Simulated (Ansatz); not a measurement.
# How fast states decay through K2LiI2Br, part 2 of 2

Wanted: the relaxed cell of K2LiI2Br, its band edges and its decay constants. It is built by putting Li for part of the K in the K3I2Br structure of space group P-3m1, with the volume rescaled by atomic radii. The parent structure comes from the Materials Project.

Ansatz 0.2.0; r2SCAN DFT, plane waves, PAW files (the session's first sound run).

So far, gap on path (eV): step 3 (band edges) 4.33.

The structure was built from a prototype and need not be the compound's stable phase.

**4. Complex bands**

This step: r2SCAN DFT, plane waves, PAW files; complex bands by layer matching along the plane's normal (Ansatz 0.2.0).

The same crystal is laid in a cell whose first two vectors span the (001) plane (indices of the standard conventional cell, whose axes can be ordered otherwise than in the bulk input). At fixed energy and wavevector in the plane the solver finds all kz, real and complex. A few wavevectors are listed, (0, 0) and (0.5, 0) in units of the plane's reciprocal vectors; the slowest state needn't be among them.

File input.yaml:

```yaml
crystal:
  lattice:
    - [4.606492624, 0.0, 0.0]
    - [2.303246312, 3.989339635, 0.0]
    - [0.0, 0.0, 11.689799182]
  atoms:
    - { symbol: K, position: [0.0, 0.0, 0.5150745482] }
    - { symbol: K, position: [0.6666666667, 0.6666666667, 0.1348748888] }
    - { symbol: Li, position: [0.3333333333, 0.3333333333, 0.8422419765] }
    - { symbol: I, position: [0.6666666667, 0.6666666667, 0.7092146807] }
    - { symbol: I, position: [0.3333333333, 0.3333333333, 0.3271194957] }
    - { symbol: Br, position: [0.0, 0.0, 0.97147441] }
kpoints:
  mp_grid: { grid: [6, 6, 2] }
scf:
  occupations: { method: fixed }
hamiltonian:
  xc: r2scan
output:
  eigenvalues: true
  transmission:
    leads: [[0, 0]]
    kpoints: [[0.0, 0.0], [0.5, 0.0]]
    e_range: [-1.0, 5.33]
    de: 0.11
```

On the command line:

```sh
> ansatz run input.yaml --threads 2 --pin off --max-ram 4096MiB --backend cpu --events-out ev --progress --plain --runs-dir out
```

Numbers of over 12 decimals in the logs are rounded to 6 here.

What it wrote:

```text
[...]
Crystal: 6 atoms, lattice volume = 214.822 Å³
Basis set: ecut = 500 eV, 5461 PW (Γ), exchange–correlation on 144×144×360 points (64 copies of the dense FFT grid, shifted against one another)
Bands: 38, of which v1, the nominal top of the filled ones, is band 31 counted from 1 (30 counted from 0)
Symmetry: 6 space group operations
[...]
k-points: 14 of 72 (time reversal used)
[...]
SCF iter   1: F=—  HF=-21148.862185 eV  |F-HF|=—  |Δ(HF+E_count)|=         —  Δρ=2.57e-3  dr2=1.37e-2  dr2_τ=3.48e-3  ethr=1.77e-3  ⟨swp⟩=6.0  Hψ=2060  notcnv=0  defer=58
[...]
SCF iter   7: F=-21148.896401 eV  HF=-21148.896401 eV  |F-HF|=2.02e-9  |Δ(HF+E_count)|=   2.48e-8  Δρ=1.69e-6  dr2=1.08e-8  dr2_τ=4.96e-10  ethr=1.61e-10  ⟨swp⟩=3.9  Hψ=1306  notcnv=0
SCF 1 converged in 7 iterations: F = -21148.896401 eV  dr2 = 1.08e-8
[...]
transmission: 17 of 34 steps passed
transmission: 34 of 34 steps passed
SCF converged after 7 iterations
Free energy (F): -21148.896401 eV
[...]
Internal energy: -21148.896401 eV  (E = F + TS)
E sigma→0 (E₀):  -21148.896401 eV
Fermi energy:    2.295067 eV
[...]
--- Band table (eV; the first three rows and the last of 14) ---
  k-point 0: bands = [... 27 lower, 2.0297, 2.0297, 2.2951, 2.2951, 6.6214, 7.7686, 8.3820, 8.8997, ... 3 higher]
  k-point 1: bands = [... 27 lower, 2.0398, 2.0398, 2.2860, 2.2860, 7.2077, 7.4603, 8.0239, 8.6115, ... 3 higher]
  k-point 2: bands = [... 27 lower, 1.8593, 1.9202, 1.9619, 2.2037, 7.1909, 8.2351, 8.6930, 9.0209, ... 3 higher]
  k-point 13: bands = [... 27 lower, 1.2746, 1.4956, 1.5501, 1.7036, 8.6534, 8.9748, 9.2486, 9.3201, ... 3 higher]
--- Transmission ---
  basis      : 199 plane waves across, 17 finite elements along
  points     : 2, as listed
  energies   : 58 from -1.000000 to 5.270000 eV about the Fermi level, 0.110000 eV apart; the leads are filled to 2.163167 eV, and channels, transmission and decay are at 2.190000 eV
  crystal 0  : Li1Br1K2I2, at the sites [0, 0], period 11.6898 Å: whole cells are its period
    offset         : up to 0.0000 Å between an atom of the period and one for which it stands
    channels       : 0.000000e0 a spin
    conductance    : none, the energies end too early or step too widely for 300 K: set another output.transmission.e_range or a lower de, or, where they end at an eighth of basis.ecutwfc, a higher one
    slowest decay  : 0.3201 /Å at (0.0000, 0.0000)
```

The job ended after 37 s (2 threads of Arm Neoverse V2, shared host; peak memory 1.2 GiB; 74 s of CPU time).

Numbers from this step:

```yaml
level_to_which_the_leads_are_filled: 2.163 eV from the Fermi level
decay_constant_at_the_filling_level_zone_centre: 0.3201 Å⁻¹
decay_constant_at_the_filling_level_slowest_listed_point: 0.3201 Å⁻¹
```

K parallel (0, 0); values up to 1.5 1/Å, a degenerate pair printed once or twice; energies at which all values exceed this have no row. The Im kz of the slowest decaying states by energy, zero at the highest filled level on the SCF mesh:

| energy (eV) | decay 1 (Å⁻¹) | decay 2 (Å⁻¹) | decay 3 (Å⁻¹) | decay 4 (Å⁻¹) |
| --- | --- | --- | --- | --- |
| -1.00 | 0.388 | 1.16 | 1.28 | 1.36 |
| -0.78 | 0.0531 | 0.486 | 1.14 | 1.26 |
| -0.45 | 0.404 | 1.12 | 1.24 | 1.33 |
| -0.23 | 0.106 | 0.203 | 1.10 | 1.22 |
| -0.01 | 0.0536 | 0.184 | 1.09 | 1.20 |
| 0.21 | 0.229 | 0.445 | 1.07 | 1.18 |
| 0.54 | 0.272 | 0.570 | 1.04 | 1.15 |
| 0.76 | 0.291 | 0.617 | 1.03 | 1.13 |
| 0.98 | 0.305 | 0.651 | 1.01 | 1.11 |
| 1.31 | 0.318 | 0.687 | 0.981 | 1.08 |
| 1.53 | 0.323 | 0.703 | 0.962 | 1.06 |
| 1.75 | 0.325 | 0.716 | 0.942 | 1.04 |
| 1.97 | 0.324 | 0.725 | 0.922 | 1.02 |
| 2.30 | 0.317 | 0.733 | 0.891 | 0.984 |
| 2.52 | 0.310 | 0.735 | 0.869 | 0.962 |
| 2.74 | 0.300 | 0.735 | 0.847 | 0.940 |
| 2.96 | 0.286 | 0.732 | 0.824 | 0.917 |
| 3.29 | 0.260 | 0.725 | 0.787 | 0.883 |
| 3.51 | 0.237 | 0.718 | 0.761 | 0.860 |
| 3.73 | 0.208 | 0.708 | 0.734 | 0.836 |
| 4.06 | 0.145 | 0.690 | 0.691 | 0.800 |
| 4.28 | 0.0620 | 0.658 | 0.678 | 0.775 |
| 4.50 | 0.623 | 0.663 | 0.749 | 1.05 |
| 4.72 | 0.584 | 0.646 | 0.723 | 1.05 |
| 5.05 | 0.0314 | 0.510 | 0.617 | 0.681 |
| 5.27 | 0.438 | 0.595 | 0.651 | 1.18 |

K parallel (0.5, 0); values up to 1.5 1/Å, a degenerate pair printed once or twice; energies at which all values exceed this have no row. Table of Im kz of the slowest decaying states by energy, zero at the highest filled level on the SCF mesh:

| energy (eV) | decay 1 (Å⁻¹) | decay 2 (Å⁻¹) | decay 3 (Å⁻¹) | decay 4 (Å⁻¹) |
| --- | --- | --- | --- | --- |
| -1.00 | 0.0854 | 0.196 | 0.608 | 1.04 |
| -0.67 | 0.168 | 0.502 | 1.02 | - |
| -0.34 | 0.0470 | 0.308 | 0.350 | 0.999 |
| -0.01 | 0.373 | 0.434 | 0.645 | 0.977 |
| 0.21 | 0.402 | 0.466 | 0.726 | 0.961 |
| 0.54 | 0.431 | 0.497 | 0.805 | 0.937 |
| 0.87 | 0.450 | 0.516 | 0.858 | 0.912 |
| 1.20 | 0.462 | 0.527 | 0.886 | 0.895 |
| 1.53 | 0.467 | 0.531 | 0.858 | 0.923 |
| 1.86 | 0.468 | 0.530 | 0.829 | 0.942 |
| 2.08 | 0.467 | 0.528 | 0.809 | 0.950 |
| 2.41 | 0.461 | 0.520 | 0.778 | 0.958 |
| 2.74 | 0.451 | 0.509 | 0.744 | 0.959 |
| 3.07 | 0.437 | 0.494 | 0.709 | 0.956 |
| 3.40 | 0.419 | 0.476 | 0.671 | 0.948 |
| 3.73 | 0.396 | 0.453 | 0.631 | 0.936 |
| 4.06 | 0.367 | 0.426 | 0.587 | 0.920 |
| 4.28 | 0.344 | 0.405 | 0.555 | 0.908 |
| 4.61 | 0.300 | 0.368 | 0.504 | 0.887 |
| 4.94 | 0.238 | 0.322 | 0.445 | 0.864 |
| 5.27 | 0.114 | 0.259 | 0.378 | 0.837 |

At the listed wavevectors the last open channel is at -0.34 eV and the next at +4.39 eV on the grid, wider than the gap, since narrow bands can fall between grid energies. At +2.19 eV, the grid energy nearest the filling level (the middle of the gap on the SCF mesh), the slowest state at the listed wavevectors decays with κ = 0.320 Å⁻¹, its amplitude falling by e over 3.1 Å. Through 1 nm of this crystal that state's transmission falls by exp(−2 × 0.320 Å⁻¹ × 10 Å) = 0.0017.

**5. Decay over the two-dimensional zone**

The listed points could miss the slowest state, so one energy near mid-gap is solved on a mesh of 8×8.

input.yaml, as its differences from that of step 4:

```diff
@@ -20,6 +20,2 @@
   eigenvalues: true
-  transmission:
-    leads: [[0, 0]]
-    kpoints: [[0.0, 0.0], [0.5, 0.0]]
-    e_range: [-1.0, 5.33]
-    de: 0.11
+  transmission: { leads: [[0, 0]], kmesh: [8, 8], e_range: [2.16, 2.17], de: 0.05 }
```

What it wrote:

```text
[...]
Crystal: 6 atoms, lattice volume = 214.822 Å³
Basis set: ecut = 500 eV, 5461 PW (Γ), exchange–correlation on 144×144×360 points (64 copies of the dense FFT grid, shifted against one another)
Bands: 38, of which v1, the nominal top of the filled ones, is band 31 counted from 1 (30 counted from 0)
Symmetry: 6 space group operations
[...]
k-points: 14 of 72 (time reversal used)
[...]
SCF iter   1: F=—  HF=-21148.862185 eV  |F-HF|=—  |Δ(HF+E_count)|=         —  Δρ=2.57e-3  dr2=1.37e-2  dr2_τ=3.48e-3  ethr=1.77e-3  ⟨swp⟩=6.0  Hψ=2060  notcnv=0  defer=58
[...]
SCF iter   7: F=-21148.896401 eV  HF=-21148.896401 eV  |F-HF|=2.02e-9  |Δ(HF+E_count)|=   2.48e-8  Δρ=1.69e-6  dr2=1.08e-8  dr2_τ=4.96e-10  ethr=1.61e-10  ⟨swp⟩=3.9  Hψ=1306  notcnv=0
SCF 1 converged in 7 iterations: F = -21148.896401 eV  dr2 = 1.08e-8
[...]
transmission: 51 of 170 steps passed
transmission: 102 of 170 steps passed
transmission: 153 of 170 steps passed
transmission: 170 of 170 steps passed
SCF converged after 7 iterations
Free energy (F): -21148.896401 eV
[...]
Internal energy: -21148.896401 eV  (E = F + TS)
E sigma→0 (E₀):  -21148.896401 eV
Fermi energy:    2.295067 eV
[...]
--- Band table (eV; the first three rows and the last of 14) ---
  k-point 0: bands = [... 27 lower, 2.0297, 2.0297, 2.2951, 2.2951, 6.6214, 7.7686, 8.3820, 8.8997, ... 3 higher]
  k-point 1: bands = [... 27 lower, 2.0398, 2.0398, 2.2860, 2.2860, 7.2077, 7.4603, 8.0239, 8.6115, ... 3 higher]
  k-point 2: bands = [... 27 lower, 1.8593, 1.9202, 1.9619, 2.2037, 7.1909, 8.2351, 8.6930, 9.0209, ... 3 higher]
  k-point 13: bands = [... 27 lower, 1.2746, 1.4956, 1.5501, 1.7036, 8.6534, 8.9748, 9.2486, 9.3201, ... 3 higher]
--- Transmission ---
  basis      : 199 plane waves across, 17 finite elements along
  points     : 10, standing for a mesh of 8 x 8
  energies   : 1 from 2.160000 to 2.160000 eV about the Fermi level; the leads are filled to 2.163167 eV, and channels, transmission and decay are at 2.160000 eV
[...]
channels       : 0.000000e0 a spin
    conductance    : none, crystal 0 has no channel at the energies, or these end too early or step too widely for 300 K: set another output.transmission.e_range or a lower de, or, where they end at an eighth of basis.ecutwfc, a higher one
    slowest decay  : 0.3208 /Å at (0.0000, 0.0000)
```

Wall time 26 s (2 threads); peak memory 1.2 GiB; 52 s of CPU time.

Numbers from this step:

```
least decay constant on the mesh : 0.3208 Å⁻¹
```

Slowest decay constant (1/Å; 0 where a channel is open) over k1 and k2. At 2.1600 eV from the Fermi level.

Values, 8 rows by 8 columns:
```
0.487 0.528 0.528 0.487 0.483 0.509 0.509 0.483
0.558 0.528 0.558 0.509 0.479 0.526 0.479 0.509
0.487 0.487 0.509 0.526 0.392 0.392 0.526 0.509
0.465 0.483 0.479 0.392 0.321 0.392 0.479 0.483
0.487 0.509 0.526 0.392 0.392 0.526 0.509 0.487
0.558 0.509 0.479 0.526 0.479 0.509 0.558 0.528
0.487 0.483 0.509 0.509 0.483 0.487 0.528 0.528
0.465 0.487 0.558 0.487 0.465 0.487 0.558 0.487
```
Columns: k1 (b1) from -0.5 to 0.375; rows upwards: k2 (b2) from -0.5 to 0.375.

The least value on the mesh is 0.321 Å⁻¹ at +2.16 eV. At that energy the listed points give about 0.321 Å⁻¹ by interpolation, so the mesh holds no clearly slower state.

**6. Band edges at another level, cutoff 420 eV**

This step: LDA DFT, plane waves, PAW files (Ansatz 0.2.0).

The edges again with LDA, at the same atoms. Against that run the cutoff is 420 eV against 500.

File input.yaml:

```yaml
crystal:
  lattice:
    - [4.6064926238, 0.0, 0.0]
    - [-2.3032463119, 3.9893396345, 0.0]
    - [0.0, 0.0, 11.6897991824]
  atoms:
    - { symbol: K, position: [0.0, 0.0, 0.5150745482] }
    - { symbol: K, position: [0.3333333333, 0.6666666667, 0.1348748888] }
    - { symbol: Li, position: [0.6666666667, 0.3333333333, 0.8422419765] }
    - { symbol: I, position: [0.3333333333, 0.6666666667, 0.7092146807] }
    - { symbol: I, position: [0.6666666667, 0.3333333333, 0.3271194957] }
    - { symbol: Br, position: [0.0, 0.0, -0.02852559] }
kpoints:
  mp_grid: { grid: [6, 6, 2] }
  band_path: { path: [VBM, CBM], npoints: 30 }
scf:
  occupations: { method: fixed }
hamiltonian:
  xc: lda
output:
  eigenvalues: true
```

What it wrote:

```text
[...]
Crystal: 6 atoms, lattice volume = 214.822 Å³
Basis set: ecut = 420 eV, 4173 PW (Γ)
Bands: 38, of which v1, the nominal top of the filled ones, is band 31 counted from 1 (30 counted from 0)
Symmetry: 6 space group operations
[...]
k-points: 14 of 72 (time reversal used)
[...]
SCF iter   1: F=—  HF=-20608.382029 eV  |F-HF|=—  |Δ(HF+E_count)|=         —  Δρ=4.54e-3  dr2=2.39e-2  ethr=1.77e-3  ⟨swp⟩=5.9  Hψ=1859  notcnv=0  defer=64
[...]
SCF iter   7: F=-20608.372297 eV  HF=-20608.372297 eV  |F-HF|=3.29e-9  |Δ(HF+E_count)|=   3.04e-8  Δρ=1.66e-6  dr2=7.65e-9  ethr=1.61e-10  ⟨swp⟩=17.1  Hψ=2979  notcnv=0
SCF 1 converged in 7 iterations: F = -20608.372297 eV  dr2 = 7.65e-9
[...]
SCF converged after 7 iterations
Free energy (F): -20608.372297 eV
[...]
Internal energy: -20608.372297 eV  (E = F + TS)
E sigma→0 (E₀):  -20608.372297 eV
Fermi energy:    2.353487 eV
[...]
--- Band table (eV; the first three rows and the last of 14) ---
  k-point 0: bands = [... 27 lower, 2.0854, 2.0854, 2.3535, 2.3535, 5.7062, 6.9496, 7.5378, 8.1864, ... 3 higher]
  k-point 1: bands = [... 27 lower, 2.0968, 2.0968, 2.3433, 2.3433, 6.3337, 6.5575, 7.2382, 7.9161, ... 3 higher]
  k-point 2: bands = [... 27 lower, 1.8974, 1.9870, 2.0196, 2.2611, 6.3172, 7.4215, 7.8937, 8.2513, ... 3 higher]
  k-point 13: bands = [... 27 lower, 1.3110, 1.5592, 1.6152, 1.7649, 7.9625, 8.2817, 8.5336, 8.5916, ... 3 higher]
```

It took 25 s on 2 threads; peak memory 0.47 GiB.

This step gave:

| Quantity | Value |
| --- | --- |
| free energy | -20608.3723 eV |
| Fermi energy | 2.353 eV |
| gap on the k-mesh | 3.353 eV |
| gap on path | 3.353 eV, by band count; negative where bands overlap |
| direct gap on path | 3.353 eV |

Levels at VBM (eV): -1.92, -1.47, -0.99, -0.99, -0.31, -0.27, -0.27, 0.00, 0.00, 3.35, 4.60, 5.18, 5.83, 6.30, 6.52, 6.52.

The searched edges give 3.35 eV, as on the mesh.

For the gap on path, step 3 gave 4.33 eV; this run, with LDA and cutoff 420 eV, gives 3.35 eV.

**7. Complex bands at another level, cutoff 420 eV**

This step: LDA DFT, plane waves, PAW files; complex bands by layer matching along the plane's normal (Ansatz 0.2.0).

The complex bands at that level, over its own gap, at (0, 0) and (0.5, 0).

File input.yaml:

```yaml
crystal:
  lattice:
    - [4.606492624, 0.0, 0.0]
    - [2.303246312, 3.989339635, 0.0]
    - [0.0, 0.0, 11.689799182]
  atoms:
    - { symbol: K, position: [0.0, 0.0, 0.5150745482] }
    - { symbol: K, position: [0.6666666667, 0.6666666667, 0.1348748888] }
    - { symbol: Li, position: [0.3333333333, 0.3333333333, 0.8422419765] }
    - { symbol: I, position: [0.6666666667, 0.6666666667, 0.7092146807] }
    - { symbol: I, position: [0.3333333333, 0.3333333333, 0.3271194957] }
    - { symbol: Br, position: [0.0, 0.0, 0.97147441] }
kpoints:
  mp_grid: { grid: [6, 6, 2] }
scf:
  occupations: { method: fixed }
hamiltonian:
  xc: lda
output:
  eigenvalues: true
  transmission:
    leads: [[0, 0]]
    kpoints: [[0.0, 0.0], [0.5, 0.0]]
    e_range: [-1.0, 4.35]
    de: 0.09
```

What it wrote:

```text
[...]
Crystal: 6 atoms, lattice volume = 214.822 Å³
Basis set: ecut = 420 eV, 4173 PW (Γ)
Bands: 38, of which v1, the nominal top of the filled ones, is band 31 counted from 1 (30 counted from 0)
Symmetry: 6 space group operations
[...]
k-points: 14 of 72 (time reversal used)
[...]
SCF iter   1: F=—  HF=-20608.382029 eV  |F-HF|=—  |Δ(HF+E_count)|=         —  Δρ=4.54e-3  dr2=2.39e-2  ethr=1.77e-3  ⟨swp⟩=5.9  Hψ=1859  notcnv=0  defer=64
[...]
SCF iter   7: F=-20608.372297 eV  HF=-20608.372297 eV  |F-HF|=3.31e-9  |Δ(HF+E_count)|=   3.04e-8  Δρ=1.65e-6  dr2=7.63e-9  ethr=1.61e-10  ⟨swp⟩=17.1  Hψ=2975  notcnv=0
SCF 1 converged in 7 iterations: F = -20608.372297 eV  dr2 = 7.63e-9
[...]
transmission: 18 of 36 steps passed
transmission: 36 of 36 steps passed
SCF converged after 7 iterations
Free energy (F): -20608.372297 eV
[...]
Internal energy: -20608.372297 eV  (E = F + TS)
E sigma→0 (E₀):  -20608.372297 eV
Fermi energy:    2.353487 eV
[...]
--- Band table (eV; the first three rows and the last of 14) ---
  k-point 0: bands = [... 27 lower, 2.0854, 2.0854, 2.3535, 2.3535, 5.7062, 6.9496, 7.5378, 8.1864, ... 3 higher]
  k-point 1: bands = [... 27 lower, 2.0968, 2.0968, 2.3433, 2.3433, 6.3337, 6.5575, 7.2382, 7.9161, ... 3 higher]
  k-point 2: bands = [... 27 lower, 1.8974, 1.9870, 2.0196, 2.2611, 6.3172, 7.4215, 7.8937, 8.2513, ... 3 higher]
  k-point 13: bands = [... 27 lower, 1.3110, 1.5592, 1.6152, 1.7649, 7.9625, 8.2817, 8.5336, 8.5916, ... 3 higher]
--- Transmission ---
  basis      : 163 plane waves across, 18 finite elements along
  points     : 2, as listed
[...]
channels       : 0.000000e0 a spin
[...]
slowest decay  : 0.2726 /Å at (0.0000, 0.0000)
```

It took 28 s on 2 threads; peak memory 0.63 GiB; 44 s of CPU time.

Numbers from this step:

| Item | Value |
| --- | --- |
| level to which the leads are filled | 1.676 eV from the Fermi level |
| decay constant at the filling level, zone centre | 0.2726 Å⁻¹ |
| decay constant at the filling level, slowest listed point | 0.2726 Å⁻¹ |

K parallel (0, 0); values up to 1.5 1/Å, a degenerate pair printed once or twice; energies at which all values exceed this have no row. Im kz of the slowest decaying states against energy, zero at the highest filled level on the SCF mesh:

| energy (eV) | decay 1 (Å⁻¹) | decay 2 (Å⁻¹) | decay 3 (Å⁻¹) | decay 4 (Å⁻¹) |
| --- | --- | --- | --- | --- |
| -1.0000 | 0.234 | 1.11 | 1.24 | 1.29 |
| -0.7300 | 0.0265 | 0.465 | 1.09 | 1.21 |
| -0.4600 | 0.396 | 1.07 | 1.19 | 1.26 |
| -0.2800 | 0.0551 | 0.158 | 1.06 | 1.17 |
| -0.0100 | 0.167 | 1.04 | 1.15 | 1.23 |
| 0.2600 | 0.215 | 0.462 | 1.01 | 1.12 |
| 0.5300 | 0.245 | 0.557 | 0.990 | 1.09 |
| 0.7100 | 0.258 | 0.597 | 0.975 | 1.08 |
| 0.9800 | 0.270 | 0.639 | 0.950 | 1.05 |
| 1.2500 | 0.276 | 0.668 | 0.925 | 1.02 |
| 1.5200 | 0.276 | 0.688 | 0.900 | 0.992 |
| 1.7900 | 0.270 | 0.701 | 0.873 | 0.963 |
| 1.9700 | 0.263 | 0.707 | 0.854 | 0.944 |
| 2.2400 | 0.248 | 0.711 | 0.825 | 0.915 |
| 2.5100 | 0.226 | 0.711 | 0.795 | 0.885 |
| 2.7800 | 0.194 | 0.707 | 0.763 | 0.855 |
| 2.9600 | 0.165 | 0.703 | 0.740 | 0.835 |
| 3.2300 | 0.0960 | 0.693 | 0.704 | 0.804 |
| 3.5000 | 0.664 | 0.679 | 0.773 | 0.985 |
| 3.7700 | 0.619 | 0.662 | 0.740 | 0.962 |
| 4.0400 | 0.0239 | 0.566 | 0.643 | 0.707 |
| 4.2200 | 0.522 | 0.628 | 0.683 | 0.921 |

K parallel (0.5, 0); values up to 1.5 1/Å, a degenerate pair printed once or twice; energies at which all values exceed this have no row. Table of Im kz of the slowest decaying states by energy, zero at the highest filled level on the SCF mesh:

| energy (eV) | decay 1 (Å⁻¹) | decay 2 (Å⁻¹) | decay 3 (Å⁻¹) | decay 4 (Å⁻¹) |
| --- | --- | --- | --- | --- |
| -1.00 | 0.0774 | 0.193 | 0.576 | 0.995 |
| -0.82 | 0.186 | 0.544 | 0.984 | - |
| -0.55 | 0.212 | 0.213 | 0.331 | 0.966 |
| -0.37 | 0.267 | 0.283 | 0.330 | 0.953 |
| -0.19 | 0.325 | 0.386 | 0.502 | 0.940 |
| -0.01 | 0.355 | 0.422 | 0.613 | 0.927 |
| 0.08 | 0.366 | 0.436 | 0.650 | 0.920 |
| 0.26 | 0.386 | 0.458 | 0.707 | 0.905 |
| 0.53 | 0.407 | 0.480 | 0.768 | 0.883 |
| 0.71 | 0.417 | 0.490 | 0.799 | 0.868 |
| 0.89 | 0.424 | 0.497 | 0.824 | 0.852 |
| 1.16 | 0.431 | 0.503 | 0.828 | 0.854 |
| 1.34 | 0.434 | 0.504 | 0.811 | 0.869 |
| 1.52 | 0.434 | 0.504 | 0.794 | 0.882 |
| 1.79 | 0.433 | 0.500 | 0.767 | 0.897 |
| 1.97 | 0.430 | 0.496 | 0.748 | 0.904 |
| 2.15 | 0.425 | 0.490 | 0.728 | 0.909 |
| 2.42 | 0.416 | 0.479 | 0.698 | 0.913 |
| 2.60 | 0.408 | 0.470 | 0.676 | 0.913 |
| 2.78 | 0.398 | 0.460 | 0.654 | 0.912 |
| 3.05 | 0.381 | 0.442 | 0.618 | 0.907 |
| 3.23 | 0.367 | 0.427 | 0.593 | 0.902 |
| 3.50 | 0.343 | 0.403 | 0.553 | 0.892 |
| 3.68 | 0.323 | 0.384 | 0.523 | 0.883 |
| 3.86 | 0.300 | 0.362 | 0.492 | 0.873 |
| 4.13 | 0.257 | 0.324 | 0.440 | 0.857 |
| 4.31 | 0.218 | 0.292 | 0.401 | 0.844 |

At the listed wavevectors the last open channel is at -0.01 eV and the next at +3.41 eV on the grid. At +1.70 eV, the grid energy nearest the filling level (the middle of the gap on the SCF mesh), the slowest state at the listed wavevectors decays with κ = 0.273 Å⁻¹, its amplitude falling by e over 3.7 Å; the first such run, plane (001), gave 0.320 Å⁻¹.

**8. Results**

| Property | Result |
| --- | --- |
| band gap | 4.33 eV |
| least decay constant at mid-gap, normal to (001) | 0.320 Å⁻¹ |
| least decay constant on a mesh, normal to (001) | 0.321 Å⁻¹ |
| least decay constant, LDA | 0.273 Å⁻¹ |

What this shows: With r2SCAN, the slowest decay at the wavevectors tried is κ = 0.320 Å⁻¹, normal to (001). Through such a film the transmission near mid-gap falls as exp(−2κd), a factor of ten every 3.6 Å. A free electron under a barrier of half the gap would need a mass of 0.18 mₑ to decay at this rate. With LDA the gap goes from 4.33 to 3.35 eV and the decay constant, over the first 2 listed wavevectors, from 0.320 to 0.273 Å⁻¹. The compound is made up by substitution; its stability against other phases and against distortions of the cell's symmetry was not tested. r2SCAN still narrows gaps, if less than LDA and GGA do, while spin-orbit coupling, left out here, narrows them in compounds of heavy elements, so the error in κ can go either way.

[Logs are printed without paths, hosts, clocks, repeated set-up lines and the standing remarks that a program may print on its own settings, such as how far it seeks lower states.]

[Hosts, paths, dates, database ids (printed as entryN), source tags and the programs' standing remarks are cut or masked in the printed files.]
